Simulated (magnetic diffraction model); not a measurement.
# Ce₂Mg₂Tl: what an assumed order does to the neutron pattern

Space group Immm (no. 71), a = 4.4810 Å, b = 6.1070 Å, c = 9.5400 Å.

```csv
site,atom,x,y,z
2a,Tl,0,0,0
4j,Ce,0,1/2,0.2041
4h,Mg,1/2,0.7251,0
```

This is a made-up structure (elements placed in a structure type, unrelaxed), so the numbers test the method and describe no known phase.

Only Ce is taken to order (form factors of Ce3+); orders and moment sizes are assumed, and not adapted to the symmetry. Radiation: neutrons of λ = 4.2 Å, 8° to 100°; isotropic B of 0.32 Å² (Tl), 0.41 Å² (Ce) and 0.51 Å² (Mg). The intensities are simulated: I ∝ L Σ (|F_N|² + |F_M⊥|²) for unpolarised neutrons, with F_M = 2.695 fm/μB × Σ f(s) S exp(2πi Q·r) exp(−B s²) at Q = H ± k (one set where k and −k are equivalent), only the part normal to Q counting and L = 1/(sin²θ cos θ). For collinear order S is the moment m, which repeats by lattice and centring translations R with the sign exp(−2πi k·R). Form factors are spin-only for 3d ions and dipole or tabulated for f ions, scattering lengths are Sears's of 1992, and absorption is left out. A label names one of the reflections at its angle. The strongest nuclear line in the range is 100, and lines under 0.2 are left out.

Assume the order k = (1/2 1/2 1), collinear moments along [010], 1.5 μB on Ce; signs + at (0, 1/2, 0.2041), − at (0, 1/2, 0.7959).

Q: Where does magnetic intensity appear, and how strong is it?

```tsv
2θ (°)	index	nuclear	magnetic
42.76	(1/2 1/2 1)	0.0	19.1
48.20	(0 1 1)	6.7	0.0
52.24	(0 0 2)	20.0	0.0
63.68	(1/2 -1/2 2)	0.0	3.5
74.86	(1/2 -3/2 1)	0.0	2.6
86.90	(0 2 0)	5.3	0.0
91.69	(1/2 3/2 2)	0.0	1.1
92.36	(1/2 1/2 3)	0.0	3.0
93.63	(1 1 2)	100.0	0.0
96.24	(0 1 3)	29.9	0.0
98.30	(3/2 -1/2 1)	0.0	6.2
```

The strongest magnetic line in the range is (1/2 1/2 1) at 42.76° (19.1). On top of the Lorentz factor, which all lines share, magnetic lines fade with angle because f falls: for Ce3+ it is 0.96, 0.86, 0.71 and 0.43 at sin θ/λ = 0.1, 0.2, 0.3 and 0.5 Å⁻¹, while nuclear lengths stay constant. The order has no net moment.

[Logs are printed without paths, hosts, clocks, repeated set-up lines and the standing remarks that a program may print on its own settings, such as how far it seeks lower states.]
